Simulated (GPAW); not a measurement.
## Ballistic transport through a C6 chain between two Ga chains, from relaxation to T(E)

Aim: the conductance of a C6 chain between two Ga chains after relaxation, and whether geometry, basis or functional moves it most.

Main program and level: GPAW 26.7.0; GPAW LCAO, PAW setups; relaxation of the junction within the symmetry of its start, lead ends held, in the first sound run; inputs show where later runs differ.

## (1) Starting point

The cell holds 18 atoms: 12 Ga and 6 C. Cell: a = 9.000 Å, b = 9.000 Å, c = 38.117 Å, α = 90.0°, β = 90.0°, γ = 90.0°. Regions: left lead, 6 atoms (6 Ga); channel, 6 atoms (6 C); right lead, 6 atoms (6 Ga). Vacuum lies along a and b. The structure is stacked along c, and the current runs across the ab planes.

## (2) Relaxing the atoms

Transmission follows bond lengths closely, so the atoms between the held lead ends are relaxed first, within whatever symmetry the start has.

The input, run.py:

```python
import json
from ase import Atoms
from ase.constraints import FixAtoms
from ase.optimize import BFGS
from gpaw import GPAW, FermiDirac

device = Atoms(
    ['Ga', 'Ga', 'Ga', 'Ga', 'Ga', 'Ga', 'C', 'C', 'C', 'C', 'C', 'C', 'Ga', 'Ga', 'Ga', 'Ga', 'Ga', 'Ga'],
    positions=[
        [4.50000, 4.50000, 1.27500],
        [4.50000, 4.50000, 3.82500],
        [4.50000, 4.50000, 6.37500],
        [4.50000, 4.50000, 8.92500],
        [4.50000, 4.50000, 11.47500],
        [4.50000, 4.50000, 14.02500],
        [4.50000, 4.50000, 15.87340],
        [4.50000, 4.50000, 17.10340],
        [4.50000, 4.50000, 18.44340],
        [4.50000, 4.50000, 19.67340],
        [4.50000, 4.50000, 21.01340],
        [4.50000, 4.50000, 22.24340],
        [4.50000, 4.50000, 24.09180],
        [4.50000, 4.50000, 26.64180],
        [4.50000, 4.50000, 29.19180],
        [4.50000, 4.50000, 31.74180],
        [4.50000, 4.50000, 34.29180],
        [4.50000, 4.50000, 36.84180]],
    cell=[[9.0, 0.0, 0.0], [0.0, 9.0, 0.0], [0.0, 0.0, 38.1168]],
    pbc=True)

device.set_constraint(FixAtoms([0, 1, 2, 3, 4, 13, 14, 15, 16, 17]))
device.calc = GPAW(mode='lcao', basis='dzp', xc='PBE', h=0.18,
                   kpts={'size': (1, 1, 2), 'gamma': True},
                   symmetry={'tolerance': 1e-3, 'extra_ids': [1, 1, 1, 1, 1, 0, 0, 0, 0, 0, 0, 0, 0, 1, 1, 1, 1, 1]},
                   occupations=FermiDirac(0.1), maxiter=250,
                   mixer=dict(beta=0.1, nmaxold=8, weight=100.0),
                   convergence=dict(density=0.0001), txt='relax.txt')
path = []
opt = BFGS(device, maxstep=0.15)
opt.attach(lambda: path.append((device.get_potential_energy(), device.positions.tolist(), device.get_forces().tolist())))
relaxed = bool(opt.run(fmax=0.05, steps=50))
json.dump(dict(relaxed=relaxed, path=path, positions=device.positions.tolist(), moments=device.get_magnetic_moments().tolist(),
               forces=device.get_forces(apply_constraint=False).tolist()), open('result.json', 'w'))
```

Started as:

```
OMP_NUM_THREADS=1 OPENBLAS_NUM_THREADS=1 python run.py
```

The log of the run:

```text
Step          Energy          fmax
BFGS:    0      -63.548635        2.751411
BFGS:    1      -63.468747        4.888523
BFGS:    2      -63.722963        0.913917
BFGS:    3      -63.746862        1.287474
BFGS:    4      -63.782334        0.624932
BFGS:    5      -63.796153        0.180777
BFGS:    6      -63.798617        0.105265
BFGS:    7      -63.798959        0.025599
```

Wall time 6.7 min (1 thread of Arm Neoverse V1, shared host); peak memory 1.7 GiB.

Relaxation path:

```tsv
step	energy less that of the first step (eV)	largest force (eV/Å)
1	0.0000	2.7514
2	0.0778	4.8885
3	-0.1757	0.9139
4	-0.1997	1.2875
5	-0.2356	0.6249
6	-0.2504	0.1808
7	-0.2534	0.1053
8	-0.2539	0.0256
```

The atoms that moved most (Å):

```tsv
atom	dx	dy	dz	length
Ga13	0.000	0.000	0.104	0.104
Ga6	0.000	0.000	-0.104	0.104
C12	0.000	0.000	0.044	0.044
C7	0.000	0.000	-0.044	0.044
C10	0.000	0.000	0.015	0.015
C9	0.000	0.000	-0.015	0.015
C11	0.000	0.000	0.011	0.011
C8	0.000	0.000	-0.011	0.011
```

The relaxation lowered the energy of the cell by 0.254 eV (energies extrapolated to zero smearing; the optimiser's log prints free energies). The largest force left on a free atom is 0.026 eV/Å.

## (3) GPAW, dzp

The script solves lead and junction separately, takes H and S in the orbital basis, and joins semi-infinite leads through their self-energies; the dzp basis is the working standard.

This step: GPAW LCAO, PAW setups; Landauer transmission from Green's functions with principal layers (ASE), zero bias (GPAW 26.7.0).

The input, run.py:

```python
import json
import numpy as np
from ase import Atoms
from ase.transport.calculators import TransportCalculator
from gpaw import GPAW, FermiDirac
from gpaw.lcao.tools import get_lcao_hamiltonian
from scipy.linalg import eigh

# The junction with lead layers at both ends, along the third cell vector
device = Atoms(
    ['Ga', 'Ga', 'Ga', 'Ga', 'Ga', 'Ga', 'C', 'C', 'C', 'C', 'C', 'C', 'Ga', 'Ga', 'Ga', 'Ga', 'Ga', 'Ga'],
    positions=[
        [4.50000, 4.50000, 1.27500],
        [4.50000, 4.50000, 3.82500],
        [4.50000, 4.50000, 6.37500],
        [4.50000, 4.50000, 8.92500],
        [4.50000, 4.50000, 11.47500],
        [4.50000, 4.50000, 13.92079],
        [4.50000, 4.50000, 15.82905],
        [4.50000, 4.50000, 17.09266],
        [4.50000, 4.50000, 18.42882],
        [4.50000, 4.50000, 19.68798],
        [4.50000, 4.50000, 21.02414],
        [4.50000, 4.50000, 22.28775],
        [4.50000, 4.50000, 24.19601],
        [4.50000, 4.50000, 26.64180],
        [4.50000, 4.50000, 29.19180],
        [4.50000, 4.50000, 31.74180],
        [4.50000, 4.50000, 34.29180],
        [4.50000, 4.50000, 36.84180]],
    cell=[[9.0, 0.0, 0.0], [0.0, 9.0, 0.0], [0.0, 0.0, 38.1168]],
    pbc=True)

# One principal layer of the lead: the first 3 atoms of the device
lead = Atoms(
    ['Ga', 'Ga', 'Ga'],
    positions=[
        [4.50000, 4.50000, 1.27500],
        [4.50000, 4.50000, 3.82500],
        [4.50000, 4.50000, 6.37500]],
    cell=[[9.0, 0.0, 0.0], [0.0, 9.0, 0.0], [0.0, 0.0, 7.65]],
    pbc=True)

settings = dict(mode='lcao', basis='dzp', xc='PBE', h=0.2,
                occupations=FermiDirac(0.1), maxiter=250,
                mixer=dict(beta=0.1, nmaxold=8, weight=100.0),
                convergence=dict(density=0.0001))
energies = np.arange(-2, 2 + 1e-9, 0.025)
eta = 0.0001
n1, n2 = 1, 1
# k and -k transmit alike, so half of the mesh across the current serves
mesh = [(i, j) for i in range(n1) for j in range(n2) if (i, j) <= (-i % n1, -j % n2)]
weights = np.array([1 if (i, j) == (-i % n1, -j % n2) else 2 for i, j in mesh]) / (n1 * n2)


def ground_state(atoms, size, txt):
    atoms.calc = GPAW(kpts={'size': size, 'gamma': True}, symmetry={'tolerance': 1e-3}, txt=txt, **settings)
    atoms.get_potential_energy()
    return atoms.calc.get_fermi_level()


def blocks(atoms, fermi, points, nz, cells):
    """H - E_F S and S between cell 0 and the cells above it, at each point across the current."""
    kz = np.arange(nz) / nz
    calc = atoms.calc.fixed_density(kpts=[(*k, z) for k in points for z in kz], symmetry='off', txt=None)
    H, S = get_lcao_hamiltonian(calc)
    H = (H - fermi * S).reshape(len(H), len(points), nz, *S.shape[1:])
    S = S.reshape(H.shape[1:])
    phases = [np.exp(-2j * np.pi * kz * R) / nz for R in cells]
    return [(np.einsum('skzij,z->ksij', H, p), np.einsum('kzij,z->kij', S, p)) for p in phases]


def pair(a, b):
    return np.block([[a, b], [b.T.conj(), a]])


def count_channels(h, s, cells, nk=240):
    """Half the number of times that the lead's bands cross each energy, unfolded to its shortest repeat."""
    b = len(h) // cells
    bands = []
    for k in (np.arange(nk + 1) + 0.5) / nk:
        hk, sk = h[:b, :b].copy(), s[:b, :b].copy()
        for R in range(1, cells):
            phase, block = np.exp(2j * np.pi * k * R), slice(R * b, (R + 1) * b)
            hk += h[:b, block] * phase + (h[:b, block] * phase).T.conj()
            sk += s[:b, block] * phase + (s[:b, block] * phase).T.conj()
        w, u = eigh(sk)
        x = u[:, w > 1e-5] / w[w > 1e-5]**0.5  # drop near-dependent combinations
        bands.append(np.r_[eigh(x.T.conj() @ hk @ x, eigvals_only=True), [1e9] * (w <= 1e-5).sum()])
    below = np.array(bands)[:, :, None] < energies
    return (below[1:] != below[:-1]).sum((0, 1)) / 2


fermi_lead = ground_state(lead, (1, 1, 15), 'lead.txt')
fermi_device = ground_state(device, (1, 1, 2), 'device.txt')
T, channels, eigen, tail, misfit, shifts = [], [], [], 0.0, 0.0, []
for first in range(0, len(mesh), 342):
    points = [(i / n1, j / n2) for i, j in mesh[first:first + 342]]
    (H0k, S0k), (H1k, S1k), (H2k, _) = blocks(lead, fermi_lead, points, 5, range(3))
    [(Hk, Sk)] = blocks(device, fermi_device, points, 2, [0])
    tail = max(tail, abs(H2k).max())
    for H0, S0, H1, S1, H, S in zip(H0k, S0k, H1k, S1k, Hk, Sk):
        n = len(S0)
        # Shift the lead onto the potential of the device's first layer
        shift = ((H[:, 0, 0] - H0[:, 0, 0]) / S0[0, 0]).real.mean()
        shifts.append(shift)
        misfit = max(misfit, abs(H[:, :n, :n] - H0 - shift * S0).max())
        Tk, Ck, Ek = [], [], []
        for s in range(len(H)):
            t = s % len(H0)  # a lead without moments serves both spins
            h1, s1 = pair(H0[t] + shift * S0, H1[t] + shift * S1), pair(S0, S1)
            leads = dict(h1=h1, s1=s1, energies=energies, eta=eta, eta1=eta, eta2=eta)
            calc = TransportCalculator(h=H[s], s=S, eigenchannels=3, **leads)
            Tk.append(calc.get_transmission())
            Ek.append(np.sort(calc.eigenchannels_ne, axis=0)[::-1])
            Ck.append(count_channels(h1, s1, 6))
        T.append(Tk)
        channels.append(Ck)
        eigen.append(Ek)
T, channels = np.array(T), np.array(channels)
mean, open_channels = np.einsum('kse,k->se', T, weights), np.einsum('kse,k->se', channels, weights)

print(f'basis functions: device {len(S)}, principal layer {n}')
print(f'Fermi level: lead {fermi_lead:.4f} eV, device {fermi_device:.4f} eV; lead shifted by {np.mean(shifts):.4f} eV')
print(f'largest coupling past the next layer {tail:.2e} eV, largest misfit of the first layer {misfit:.3f} eV')
print('  E-E_F (eV)   ' + 'T (one spin)  channels')
for e, t, c in zip(energies, mean.T, open_channels.T):
    print(f'{e:10.3f}  ', *[f'{x:11.4e}' for x in t], *[f'{x:9.4f}' for x in c])

kT = 8.617333e-5 * 300
fine = np.linspace(energies[0], energies[-1], 4001)
both = np.exp(np.interp(fine, energies, np.log(np.maximum(mean.sum(0) * 2 / len(mean), 1e-30))))
fermi = lambda mu: 1 / (1 + np.exp(np.clip((fine - mu) / kT, -200, 200)))
slope = fermi(0) * (1 - fermi(0)) / kT
G = np.trapezoid(both * slope, fine) / 2
seebeck = -np.trapezoid(both * slope * fine, fine) / (2 * G * 300) * 1e6
print(f'conductance at 300 K: {G:.5g} G0 a cell; thermopower {seebeck:.4g} uV/K')
bias = [0.1, 0.2, 0.5, 1.0, 1.5, 2.0]
current = [38.74 * np.trapezoid(both * (fermi(V / 2) - fermi(-V / 2)), fine) for V in bias]
for V, I in zip(bias, current):
    print(f'current from the zero-bias T(E) at {V} V: {I:.5g} uA')
zero = abs(energies).argmin()
json.dump(dict(energies=energies.tolist(), T=mean.tolist(), channels=open_channels.tolist(), G=G, seebeck=seebeck,
               bias=bias, current=current, tail=tail, misfit=misfit, shift=np.mean(shifts), n_device=len(S), n_lead=n,
               fermi=[fermi_lead, fermi_device], energy=device.get_potential_energy(),
               moments=device.get_magnetic_moments().tolist(), mesh=mesh, weights=weights.tolist(),
               T_k=T[:, :, zero].tolist(), eigen=np.array(eigen[0]).tolist()), open('result.json', 'w'))
```

The log of the run:

```text
basis functions: device 234, principal layer 39
Fermi level: lead -2.8498 eV, device -3.0222 eV; lead shifted by -0.0087 eV
largest coupling past the next layer 6.03e-05 eV, largest misfit of the first layer 0.021 eV
  E-E_F (eV)   T (one spin)  channels
    -2.000    1.7794e-05    1.0000
    -1.975    1.7734e-05    1.0000
    -1.950    1.7679e-05    1.0000
    -1.925    1.7629e-05    1.0000
    -1.900    1.7584e-05    1.0000
    -1.875    1.7544e-05    1.0000
    -1.850    1.7510e-05    1.0000
    -1.825    1.7482e-05    1.0000
    -1.800    1.7459e-05    1.0000
    -1.775    1.7443e-05    1.0000
    -1.750    1.7433e-05    1.0000
    -1.725    1.7430e-05    1.0000
    -1.700    1.7432e-05    1.0000
    -1.675    1.7438e-05    1.0000
    -1.650    1.7444e-05    1.0000
    -1.625    1.7436e-05    1.0000
[...]
1.825    1.8012e+00    3.0000
     1.850    1.7928e+00    3.0000
     1.875    1.7850e+00    3.0000
     1.900    1.7777e+00    3.0000
     1.925    1.7709e+00    3.0000
     1.950    1.7646e+00    3.0000
     1.975    1.7589e+00    3.0000
     2.000    1.7537e+00    3.0000
conductance at 300 K: 1.5563 G0 a cell; thermopower -3.079 uV/K
current from the zero-bias T(E) at 0.1 V: 12.022 uA
current from the zero-bias T(E) at 0.2 V: 23.802 uA
current from the zero-bias T(E) at 0.5 V: 53.071 uA
current from the zero-bias T(E) at 1.0 V: 83.333 uA
current from the zero-bias T(E) at 1.5 V: 114.82 uA
current from the zero-bias T(E) at 2.0 V: 150.52 uA
```

Wall time 66 s (1 thread); peak memory 1.2 GiB.

Numbers from this step:

```
conductance                                             : 1.556 G₀
thermopower                                             : -3.079 μV/K
largest coupling past the next principal layer          : 6.03e-5 eV
largest misfit of the first principal layer             : 0.02104 eV
shift that aligns the lead                              : -0.008749 eV
basis functions of the junction                         : 234
basis functions of a principal layer                    : 39
transmission at the Fermi level (one spin)              : 1.568
open channels of the lead at the Fermi level (one spin) : 3
```

One spin. The transmission, zone mean by energy, zero at the Fermi level:

```tsv
energy (eV)	transmission, zone mean
-2.000	1.8e-5
-1.800	1.7e-5
-1.600	1.7e-5
-1.400	1.2e-5
-1.200	1.6e-5
-1.000	1.6e-5
-0.800	1.7e-5
-0.600	1.7e-5
-0.400	1.8e-5
-0.200	0.900
0.000	1.57
0.200	1.55
0.400	1.51
0.600	1.60
0.800	1.78
1.000	1.94
1.200	2.00
1.225	2.00
1.400	1.97
1.600	1.89
1.800	1.81
2.000	1.75
```

Crossings of the lead's bands, unfolded to its shortest repeat. The open channels, zone mean by energy, zero at the Fermi level:

```tsv
energy (eV)	open channels, zone mean
-2.000	1
-1.900	1
-1.800	1
-1.700	1
-1.600	1
-1.500	0
-1.400	1
-1.300	1
-1.200	1
-1.100	1
-1.000	1
-0.900	1
-0.800	1
-0.700	1
-0.600	1
-0.500	1
-0.400	1
-0.300	1
-0.200	3
-0.100	3
0.000	3
0.100	3
0.200	3
0.300	3
0.400	3
0.500	3
0.600	3
0.700	3
0.800	3
0.900	3
1.000	3
1.100	3
1.200	3
1.300	3
1.400	3
1.500	3
1.600	3
1.700	3
1.800	3
1.900	3
2.000	3
```

Not self-consistent under bias; the bias window is split evenly. The current through one cell, from the zero-bias transmission by bias:

```tsv
bias (V)	current through one cell, from the zero-bias transmission (μA)
0.100	12.0
0.200	23.8
0.500	53.1
1.000	83.3
1.500	115
2.000	151
```

Transmission of the three most open eigenchannels against energy, zero at the Fermi level:

```tsv
energy (eV)	channel 1	channel 2	channel 3
-0.400	1.8e-5	0	0
-0.200	0.450	0.450	1.9e-5
0.000	0.784	0.784	1.9e-5
0.200	0.776	0.776	2.0e-5
0.400	0.754	0.754	2.1e-5
0.600	0.799	0.799	2.2e-5
0.800	0.891	0.891	2.3e-5
1.000	0.969	0.969	2.4e-5
1.200	0.998	0.998	2.6e-5
1.400	0.985	0.985	2.8e-5
1.600	0.946	0.946	3.0e-5
1.800	0.905	0.905	3.3e-5
2.000	0.877	0.877	3.6e-5
```

Couplings past the next layer reach 6.0e-5 eV, small enough to drop; the matrix elements of the cell's first layer differ from the bulk lead's by up to 0.021 eV. That layer keeps its own values in the calculation, and only beyond it is the lead taken as perfect. The Fermi levels of lead and junction count from different zeros of potential, one for each periodic cell; with both set to zero, the small remaining shift is what aligns them. By hand: G = 1.556 × 77.48 μS = 121 μS, a resistance of 8.29 kΩ; at 0.1 V a linear junction would pass 12.1 μA, and the integral over the bias window gives 12.0 μA. Mott's formula, S = -(π²/3)(k_B²T/e) d ln T/dE, has the prefactor 7.33 μV/K·eV at 300 K; T = 1.554 at -0.025 eV and 1.577 at 0.025 eV give a slope of 0.297 per eV and S = -2.18 μV/K, beside -3.08 μV/K from the thermal integral, which interpolates the same grid.

[end of part 1 of 3]

[Logs are printed without paths, hosts, clocks, repeated set-up lines and the standing remarks that a program may print on its own settings, such as how far it seeks lower states.]

[Hosts, paths, dates, database ids (printed as entryN), source tags and the programs' standing remarks are cut or masked in the printed files.]
